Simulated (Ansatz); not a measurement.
The compound is NaNiO2 (R-3m).

```xyz
4
Lattice="-2.2924 -4.3749 2.2924 -2.2924 -2.2924 4.3749 -4.3749 -2.2924 2.2924" Properties=species:S:1:pos:R:3 pbc="T T T"
Na   -4.4798   -4.4798    4.4798
Ni    0.0000    0.0000    0.0000
O    -2.4098   -2.4098    2.4098
O    -6.5498   -6.5498    6.5498
```

The cell and positions are those that the Materials Project relaxed with its own functionals (PBE, PBE+U or r2SCAN), kept fixed. The program's search for lower electronic states was switched off, so nothing shows that the state found is the lowest. PAW set soft_2, made with PBE.

A constrained-RPA run (Ansatz 0.2.0; non-magnetic LDA; Ni eg, bands v1 to c1, 8×8×8 mesh, medium accuracy) builds 2 functions on bands 1.2 eV wide, with 1.0 electrons in the window. The bare on-site interaction is 14.7 eV and the bare J 0.68 eV.

Q: Estimate U, U′ and J.

On the Ni eg shell, U = 2.25 eV (15 % of the bare value), U′ = 1.52 eV, J = 0.37 eV.

The parent state is non-magnetic and the interaction static (zero frequency); U depends on the window and the orbitals, so it belongs to this model alone.

[Paths, hosts, dates, memory and timing lines, banners, echoed tables and standing remarks are left out of the program output.]

[Logs are printed without paths, hosts, clocks, repeated set-up lines and the standing remarks that a program may print on its own settings, such as how far it seeks lower states.]

[Runs of the session that timed out or met a known fault of the program may be left out.]

[Hosts, paths, dates, database ids (printed as entryN), source tags and the programs' standing remarks are cut or masked in the printed files.]
